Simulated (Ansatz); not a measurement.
# Anharmonic phonons and stability of InPd (Pm-3m)

How do the phonons of InPd change with temperature at fixed cell? The starting cell is a computed one from a database.

Main program and level: Ansatz 0.2.0; DFT LDA, scalar-relativistic, plane waves, PAW; PAW set soft_1.

## 1. Starting point

The structure is cubic, space group Pm-3m (No. 221). The conventional cell has a = 3.272 Å, b = 3.272 Å, c = 3.272 Å, α = 90.00°, β = 90.00°, γ = 90.00°. Nearest to In lie 8 Pd at 2.83 Å. Pd has 8 In at 2.83 Å nearest. Farther neighbours are not listed.

## 2. Probe on a coarse mesh

A cheap single point shows whether the cell is a metal or an insulator and how far it is from rest; that sets the k-mesh and the occupations of what follows.

input.yaml

```yaml
crystal:
  lattice:
    - [3.27188478, 0.0, 0.0]
    - [0.0, 3.27188478, 0.0]
    - [0.0, 0.0, 3.27188478]
  atoms:
    - { symbol: In, position: [0.0, 0.0, 0.0] }
    - { symbol: Pd, position: [0.5, 0.5, 0.5] }
kpoints:
  mp_grid: { grid: [6, 6, 6] }
hamiltonian:
  xc: lda
  pseudopotentials: { kind: paw, azcp: { folder: soft_1 }, xc_functional: pbe }
scf:
  occupations: { method: gaussian, width: 0.1 }
  lower_state_search: "off"
output:
  forces: true
  stress: true
  eigenvalues: true
```

On the command line:

```bash
$ ansatz run input.yaml --threads 8 --pin off --max-ram 16384MiB --backend cpu --events-out ev --progress --plain --runs-dir out
```

Numbers of over 12 decimals in the logs are rounded to 6 here.

The log of the run:

```text
Engine: ansatz 0.2.0, aarch64-unknown-linux-gnu
Pseudopotentials: kind: paw
Pseudopotential: In, paw, valence charge 13, recommended cutoff 420 eV (normal), soft_1/In.paw.azcp
Pseudopotential: Pd, paw, valence charge 18, recommended cutoff 420 eV (normal), soft_1/Pd.paw.azcp
Functional definition: SPW92
  exchange = slater_x
  correlation = pw_c
Crystal: 2 atoms, lattice volume = 35.026 Å³
Basis set: ecut = 420 eV, 691 PW (Γ)
Bands: 20, of which v1, the nominal top of the filled ones, is band 16 counted from 1 (15 counted from 0)
Symmetry: 48 space group operations
Space group: Pm-3m (ITA 221), of the structure as read, at distance tolerance 3.3e-5 Å
k-points: 20 of 216
Non-local potential: In, projectors of the file, l = 0: 2, l = 1: 2, l = 2: 2, l = 3: 1
Non-local potential: Pd, projectors of the file, l = 0: 2, l = 1: 2, l = 2: 2, l = 3: 1
PAW form: soft (Blöchl's): semilocal exchange-correlation on the pseudo side does not see the compensation charge
PAW frozen core: In, regenerated for the run's functional, and the local potential with it (the file was generated under x = pbe(κ = 0.804, μ = 0.219515), c = pbe(β = 0.066725))
PAW frozen core: Pd, regenerated for the run's functional, and the local potential with it (the file was generated under x = pbe(κ = 0.804, μ = 0.219515), c = pbe(β = 0.066725))
PAW one-centre angular grid: In, 590 points (default); XC on 64 Gauss nodes
PAW one-centre angular grid: Pd, 590 points (default); XC on 64 Gauss nodes
Initial density: superposition of atomic densities (chi_scale 0.1, normalization cell, long waves kept (reshape's long-wave potential 0.00 eV rms))
Initial wavefunctions: pseudopotential atomic-orbital guess
Functional: x = slater, c = lda
SCF iter   1: F=—  HF=-12306.777942 eV  |F-HF|=—  |Δ(HF+E_count)|=         —  Δρ=2.09e-1  dr2=2.16e1  ethr=3.10e-3  ⟨swp⟩=5.7  Hψ=1853  notcnv=0
preconditioner: auto → none  [metal: Δε(μ)=0.067 eV  Ē_g=14.366 eV  σ=0.100 eV  W_gap=0.36  n_scr=6 (ndim 8)  ℏωp=30.1 eV  f_vac=0.000  D(μ)=2.70/eV (n_scr^D=26)  sad-step TF]
SCF iter   2: F=—  HF=-12305.202501 eV  |F-HF|=—  |Δ(HF+E_count)|=    1.58e0  Δρ=1.51e-1  dr2=1.23e1  ethr=3.10e-3  ⟨swp⟩=2.0  Hψ=701  notcnv=0  defer=6
SCF iter   3: F=—  HF=-12302.912527 eV  |F-HF|=—  |Δ(HF+E_count)|=    2.29e0  Δρ=2.51e-2  dr2=2.82e-1  ethr=3.10e-3  ⟨swp⟩=3.4  Hψ=828  notcnv=0  defer=6
SCF iter   4: F=—  HF=-12302.872385 eV  |F-HF|=—  |Δ(HF+E_count)|=   4.01e-2  Δρ=7.35e-3  dr2=1.74e-2  ethr=9.10e-4  ⟨swp⟩=2.0  Hψ=851  notcnv=0  defer=8
SCF iter   5: F=—  HF=-12302.862566 eV  |F-HF|=—  |Δ(HF+E_count)|=   9.82e-3  Δρ=1.62e-3  dr2=1.07e-3  ethr=5.61e-5  ⟨swp⟩=2.0  Hψ=702  notcnv=0  defer=8
SCF iter   6: F=—  HF=-12302.862328 eV  |F-HF|=—  |Δ(HF+E_count)|=   2.38e-4  Δρ=2.15e-4  dr2=2.84e-5  ethr=3.46e-6  ⟨swp⟩=2.5  Hψ=608  notcnv=0  defer=8
SCF iter   7: F=—  HF=-12302.862318 eV  |F-HF|=—  |Δ(HF+E_count)|=   1.01e-5  Δρ=1.88e-5  dr2=1.21e-7  ethr=9.15e-8  ⟨swp⟩=2.0  Hψ=488  notcnv=0  defer=8
SCF iter   8: F=-12302.862318 eV  HF=-12302.862318 eV  |F-HF|=1.50e-8  |Δ(HF+E_count)|=   1.23e-8  Δρ=4.97e-6  dr2=1.68e-8  ethr=3.23e-10  ⟨swp⟩=6.6  Hψ=1748  notcnv=0
SCF 1 converged in 8 iterations: F = -12302.862318 eV  dr2 = 1.68e-8
  greatest PAW one-centre occupation: 0.999 electrons in one spin orbital (limit 2), on the Pd atom at site 1 (counted from 0), in its partial waves of l = 0
SCF converged after 8 iterations
Free energy (F): -12302.862318 eV
Harris-Foulkes:  -12302.862318 eV  (|F-HF|=1.50e-8)
Internal energy: -12302.860006 eV  (E = F + TS)
E sigma→0 (E₀):  -12302.861162 eV
Entropy (-TS):   -0.002313 eV (-1.156 meV/atom)
Fermi energy:    16.360238 eV
--- Per-component energies (eV) ---
  E_band       = -155.363879
  E_kinetic    = 671.210460
  E_local      = -2930.224648  (includes V_loc(G=0)·N_el)
  E_nonlocal   = 707.095043
  E_hartree    = 1186.546658
  E_xc         = -280.540452
  E_vxc        = -266.604471  (∫ρ·V_xc dr)
  E_paw        = -7753.997619  (= ΣΔE_a)
  E_vpaw       = -709.939358  (= ΣTr[D̂ρ^β])
  E_aug_tail   = 0.000293  (compensation charges beyond the density's cutoff)
  E_ewald      = -3903.915009
  E_core_change = 0.965269  (= ΣΔE_core)
  E_smearing   = -0.002313  (= −TS)
  E_closure    = 0.000000  (closes the sum)
  Σ components = -12302.862318   (vs F -12302.862318, Δ=0.00e0)
--- Forces (eV/Å), atoms counted from 1 ---
  atom   1  In    -0.00000000     0.00000000     0.00000000
  atom   2  Pd     0.00000000    -0.00000000     0.00000000
  max |Σ_I F_I| component: 9.53e-29 eV/Å
--- Stress (GPa, compression-positive) ---
       -6.813958      -0.000000       0.000000
        0.000000      -6.813958       0.000000
        0.000000       0.000000      -6.813958
  P = ⅓ Tr σ = -6.8140 GPa (-68.140 kbar)
--- Band table (eV; the first three rows and the last of 20) ---
  k-point 0: bands = [... 12 lower, 14.0451, 14.0451, 14.0451, 20.4875, 20.4875, 20.4875, 25.5470, 27.0425]
  k-point 1: bands = [... 12 lower, 13.7492, 13.7492, 14.0260, 18.2110, 21.3346, 21.3346, 26.1474, 26.8877]
  k-point 2: bands = [... 12 lower, 13.2625, 13.2625, 13.9876, 15.7417, 23.4527, 23.4527, 26.4391, 26.5408]
  k-point 19: bands = [... 12 lower, 14.6671, 14.6671, 16.0752, 20.1481, 20.1481, 20.1481, 20.7338, 20.7338]
```

It took 0.4 s on 8 threads of Arm Neoverse V1, shared host; peak memory 0.3 GiB.

This step gave:

```
pressure          : -6.814 GPa
volume per atom   : 17.51 Å³/atom
gap on the k-mesh : 0 eV
```

The start is under -6.8 GPa at this level and looks like a metal on this mesh.

## 3. Finding the static equilibrium

The vibrations must be taken about the equilibrium of this functional, not about the starting cell, so the structure is relaxed.

input.yaml, as its differences from that of step 2:

```diff
@@ -9,3 +9,3 @@
 kpoints:
-  mp_grid: { grid: [6, 6, 6] }
+  mp_grid: { grid: [14, 14, 14] }
 hamiltonian:
@@ -20 +20,6 @@
   eigenvalues: true
+relax:
+  adjacent_minimum: "off"
+  f_tol: 0.005
+  max_steps: 80
+  cell: { stress_tol: 0.05 }
```

The log of the run:

```text
[...]
Crystal: 2 atoms, lattice volume = 35.026 Å³
Basis set: ecut = 420 eV, 691 PW (Γ)
Bands: 20, of which v1, the nominal top of the filled ones, is band 16 counted from 1 (15 counted from 0)
[... 1 set-up line as in the run before ...]
[...]
k-points: 120 of 2744
[...]
SCF iter   1: F=—  HF=-12306.793198 eV  |F-HF|=—  |Δ(HF+E_count)|=         —  Δρ=2.10e-1  dr2=2.19e1  ethr=3.10e-3  ⟨swp⟩=5.6  Hψ=11085  notcnv=0
[...]
SCF iter   8: F=-12302.888421 eV  HF=-12302.888421 eV  |F-HF|=6.51e-10  |Δ(HF+E_count)|=   5.34e-8  Δρ=1.53e-6  dr2=8.51e-10  ethr=3.23e-10  ⟨swp⟩=6.6  Hψ=10795  notcnv=0
SCF 1 converged in 8 iterations: F = -12302.888421 eV  dr2 = 8.51e-10
[...]
relax step   1: F+E_penalty+E_count = -12302.88842079 eV  Δ(F+E_penalty+E_count) = +0.000e0 eV  max|allowed force component| = 1.466e-29 eV/Å  Δτ_max = 0.0000 Å  P = -6.931 GPa  Ω = 35.026 Å³  (8 SCF iters, dr2 threshold 1.00e-7 eV, accepted)
Crystal: 2 atoms, lattice volume = 30.574 Å³
Basis set: ecut = 420 eV, 619 PW (Γ)
[...]
iter 1 solved again at ethr=4.43e-4 eV; its pass at ethr=3.10e-3 eV (dr2=1.37e-1 eV) is discarded
[...]
SCF iter   6: F=-12302.813982 eV  HF=-12302.813982 eV  |F-HF|=9.06e-10  |Δ(HF+E_count)|=   1.46e-8  Δρ=2.56e-6  dr2=9.37e-10  ethr=1.08e-10  ⟨swp⟩=2.9  Hψ=8730  notcnv=0
SCF 2 converged in 6 iterations: F = -12302.813982 eV  dr2 = 9.37e-10
relax step   2: F+E_penalty+E_count = -12302.81398172 eV  Δ(F+E_penalty+E_count) = +7.444e-2 eV  max|allowed force component| = 1.775e-30 eV/Å  Δτ_max = 0.0000 Å  P = +15.667 GPa  Ω = 30.574 Å³  energy of the carried Pulay correction = +7.406e-4 eV  (6 SCF iters, dr2 threshold 2.00e-7 eV, rejected (line search))
Crystal: 2 atoms, lattice volume = 33.529 Å³
[...]
SCF iter   8: F=-12302.929244 eV  HF=-12302.929244 eV  |F-HF|=1.82e-12  |Δ(HF+E_count)|=  5.46e-12  Δρ=1.32e-8  dr2=4.09e-14  ethr=1.00e-12  ⟨swp⟩=5.8  Hψ=9698  notcnv=0
SCF 3 converged in 8 iterations: F = -12302.929244 eV  dr2 = 4.09e-14
relax step   3: F+E_penalty+E_count = -12302.92924440 eV  Δ(F+E_penalty+E_count) = -4.082e-2 eV  max|allowed force component| = 1.026e-29 eV/Å  Δτ_max = 0.0000 Å  P = -1.470 GPa  Ω = 33.529 Å³  energy of the carried Pulay correction = +2.383e-4 eV  (8 SCF iters, accepted)
[...]
relax step   4: F+E_penalty+E_count = -12302.93082644 eV  Δ(F+E_penalty+E_count) = -1.582e-3 eV  max|allowed force component| = 2.892e-30 eV/Å  Δτ_max = 0.0000 Å  P = +0.217 GPa  Ω = 33.147 Å³  energy of the carried Pulay correction = +3.007e-4 eV  (6 SCF iters, dr2 threshold 2.00e-7 eV, accepted)
[...]
relax step   5: F+E_penalty+E_count = -12302.93085066 eV  Δ(F+E_penalty+E_count) = -2.422e-5 eV  max|allowed force component| = 1.085e-30 eV/Å  Δτ_max = 0.0000 Å  P = +0.002 GPa  Ω = 33.194 Å³  energy of the carried Pulay correction = +2.930e-4 eV  (6 SCF iters, dr2 threshold 1.17e-7 eV, accepted)
[...]
SCF iter   6: F=-12302.930516 eV  HF=-12302.930516 eV  |F-HF|=5.46e-12  |Δ(HF+E_count)|=    0.00e0  Δρ=8.19e-9  dr2=7.74e-15  ethr=1.00e-12  ⟨swp⟩=4.0  Hψ=9569  notcnv=0
SCF 6 converged in 6 iterations: F = -12302.930516 eV  dr2 = 7.74e-15
relax step   6: F+E_penalty+E_count = -12302.93051618 eV  Δ(F+E_penalty+E_count) = +3.345e-4 eV  max|allowed force component| = 2.202e-30 eV/Å  Δτ_max = 0.0000 Å  P = +0.008 GPa  Ω = 33.194 Å³  stress off target by 8.21e-3 GPa  SCF on the basis re-selected at this cell (its energy is not comparable with the rows above)  (6 SCF iters)
basis re-selected at this cell: Δ(F+E_penalty+E_count) = +3.345e-4 eV, ΔP = +0.006 GPa vs the last step (what re-selecting the basis moved, of the pressure what is left beyond the Pulay correction that the steps carried, after the strain that the cell walked since its last selection, with what the two solves' SCF thresholds leave and, on support functions, any second-order correction that the steps lacked; it is no m [...]
SCF converged after 6 iterations
Free energy (F): -12302.930516 eV
[...]
Internal energy: -12302.927426 eV  (E = F + TS)
E sigma→0 (E₀):  -12302.928971 eV
Entropy (-TS):   -0.003090 eV (-1.545 meV/atom)
Fermi energy:    17.604441 eV
[...]
--- Stress (GPa, compression-positive) ---
        0.008212      -0.000000      -0.000000
       -0.000000       0.008212      -0.000000
       -0.000000      -0.000000       0.008212
  P = ⅓ Tr σ = 0.0082 GPa (0.082 kbar)
--- Band table (eV; the first three rows and the last of 120) ---
  k-point 0: bands = [... 12 lower, 15.1437, 15.1437, 15.1437, 21.7665, 21.7665, 21.7665, 27.4626, 28.6134]
  k-point 1: bands = [... 12 lower, 15.0736, 15.0736, 15.1388, 21.1836, 21.9431, 21.9431, 27.7339, 28.5732]
  k-point 2: bands = [... 12 lower, 14.8895, 14.8895, 15.1252, 19.9311, 22.4466, 22.4466, 27.9055, 28.4579]
  k-point 119: bands = [... 12 lower, 15.8173, 15.8173, 17.4770, 21.4254, 21.4254, 21.4254, 22.1544, 22.1544]
--- Relaxed structure (5 steps of the walk, 4 accepted, 1 SCFs on fresh bases) ---
  F+E_penalty+E_count = -12302.93051618 eV   max|allowed force component| = 2.202e-30 eV/Å   (the final SCF, on the basis selected at the relaxed cell)
  cell:  # Å, volume = 33.1942 Å³
    - [3.213814, 0, 0]
    - [0, 3.213814, 0]
    - [0, 0, 3.213814]
  atoms:
    - { symbol: In, position: [0, 0, 0] }
    - { symbol: Pd, position: [0.5, 0.5, 0.5] }
```

Run time: 4.5 s. Hardware: 8 threads; peak memory 0.42 GiB; 29 s of CPU time.

The steps of the relaxation:

| step | energy less that of the first step (eV) | largest force component (eV/Å) | pressure (GPa) | volume (Å³) |
| --- | --- | --- | --- | --- |
| 1 | 0.0000 | 0.0000 | -6.93 | 35.03 |
| 2 | 0.0744 | 0.0000 | 15.67 | 30.57 |
| 3 | -0.0408 | 0.0000 | -1.47 | 33.53 |
| 4 | -0.0424 | 0.0000 | 0.22 | 33.15 |
| 5 | -0.0424 | 0.0000 | 0.00 | 33.19 |
| 6* | -0.0421 | 0.0000 | 0.01 | 33.19 |

Relaxation steps marked * repeat the geometry before them on a plane-wave basis chosen anew for their cell, so energy and pressure can jump there. Relaxation step 2 was tried and not accepted.

Forces are held to the 48 operations that the run works with; a distortion that breaks them can't arise in this run.

| conventional cell, symmetrised | before | after | change |
| --- | --- | --- | --- |
| a (Å) | 3.272 | 3.214 | -1.8 % |
| b (Å) | 3.272 | 3.214 | -1.8 % |
| c (Å) | 3.272 | 3.214 | -1.8 % |
| volume (Å³/atom) | 17.51 | 16.60 | -5.2 % |

Final coordinates:

```cif
data_structure
_symmetry_space_group_name_H-M 'P 1'
_symmetry_Int_Tables_number 1
_cell_length_a 3.2138
_cell_length_b 3.2138
_cell_length_c 3.2138
_cell_angle_alpha 90.000
_cell_angle_beta 90.000
_cell_angle_gamma 90.000
_cell_volume 33.19
loop_
_atom_site_label
_atom_site_type_symbol
_atom_site_fract_x
_atom_site_fract_y
_atom_site_fract_z
_atom_site_occupancy
In1 In 0.00000 0.00000 0.00000 1
Pd2 Pd 0.50000 0.50000 0.50000 1
```

Numbers from this step:

```
pressure        : 0.008212 GPa
volume per atom : 16.60 Å³/atom
```

The relaxation ends with a pressure of 0.01 GPa.

## 4. Tight relaxation

The relaxation is repeated with tighter thresholds on force and stress, since phonons are sensitive to what is left; a change of mesh or smearing in the input moves the cell too.

input.yaml, the sections that differ from step 3:

```yaml
crystal:
  lattice:
    - [3.2138139538, 0.0, 0.0]
    - [0.0, 3.2138139538, 0.0]
    - [0.0, 0.0, 3.2138139538]
  atoms:
    - { symbol: In, position: [0.0, 0.0, 0.0] }
    - { symbol: Pd, position: [0.5, 0.5, 0.5] }
kpoints:
  mp_grid: { grid: [15, 15, 15] }
scf:
  occupations: { method: methfessel_paxton, width: 0.2 }
  lower_state_search: "off"
relax:
  adjacent_minimum: "off"
  f_tol: 0.001
  max_steps: 60
  cell: { stress_tol: 0.01 }
# hamiltonian, output: as in step 3
```

The log of the run:

```text
[...]
Crystal: 2 atoms, lattice volume = 33.194 Å³
Basis set: ecut = 420 eV, 619 PW (Γ)
Bands: 20, of which v1, the nominal top of the filled ones, is band 16 counted from 1 (15 counted from 0)
[... 1 set-up line as in the run before ...]
[...]
k-points: 120 of 3375
[...]
k-point 119: bands = [... 12 lower, 15.7676, 15.7676, 17.5623, 20.4555, 21.1667, 21.1667, 22.4936, 22.4936]
--- Relaxed structure (3 steps of the walk, 2 accepted, 1 SCFs on fresh bases) ---
[...]
cell:  # Å, volume = 33.2063 Å³
    - [3.214203, 0, 0.0]
    - [0, 3.214203, 0.0]
    - [0.0, 0.0, 3.214203]
  atoms:
    - { symbol: In, position: [0, 0, 0] }
    - { symbol: Pd, position: [0.500000, 0.500000, 0.500000] }
[key lines of the parts left out:]
SCF converged after 4 iterations
Free energy (F): -12302.928670 eV
Fermi energy:    17.596400 eV
P = ⅓ Tr σ = -0.0003 GPa (-0.003 kbar)
```

Run time: 2.8 s. Hardware: 8 threads; peak memory 0.42 GiB.

Little changed from the start: no atom moved by 0.005 Å and no cell edge by 0.1 %.

This step gave:

| Item | Value |
| --- | --- |
| pressure | -2.63e-4 GPa |

The residual pressure is -2.6e-4 GPa, small enough for phonons.

## 5. An input with a fault

This input was changed on purpose, to see how the program answers.

input.yaml

```yaml
crystal:
  lattice:
    - [3.2142033583, 0.0, 0.0]
    - [0.0, 3.2142033583, 0.0]
    - [0.0, 0.0, 3.2142033583]
  atoms:
    - { symbol: In, position: [0.0, 0.0, 0.0] }
    - { symbol: Pd, position: [0.5, 0.5, 0.5] }
kpoints:
  mp_grid: { grid: [10, 10, 10] }
hamiltonian:
  xc: lda
  pseudopotentials: { kind: paw, azcp: { folder: soft_1 }, xc_functional: pbe }
scf:
  occupations: { method: methfessel_paxton, width: 0.2 }
  lower_state_search: "off"
  max_iter: 80
output:
  eigenvalues: true
phonons:
  supercell: [2, 2, 2]
  dielectric: false
  self_consistent: { temperatures: [300], max_frequency_error: 0 }
```

The log of the run:

```text
Error: invalid value for `phonons.self_consistent.max_frequency_error`: must be finite and > 0; got 0
```

Wall time 0.03 s (8 threads); peak memory 0.032 GiB.

The program refused the input before any cycle.

The program's message: “Error: invalid value for `phonons.self_consistent.max_frequency_error`: must be finite and > 0; got 0”

The fault put into the input: an error target of zero.

## 6. Results

```json
{
 "phonons at temperature": "not obtained"
}
```

In words: The sampling at temperature was not started, because a trial frame showed that it would not fit the time allowed; the session ends with the prepared cell.

[Logs are printed without paths, hosts, clocks, repeated set-up lines and the standing remarks that a program may print on its own settings, such as how far it seeks lower states.]

[Hosts, paths, dates, database ids (printed as entryN), source tags and the programs' standing remarks are cut or masked in the printed files.]

[A step with changed settings may run another functional than the one named; its input shows which.]
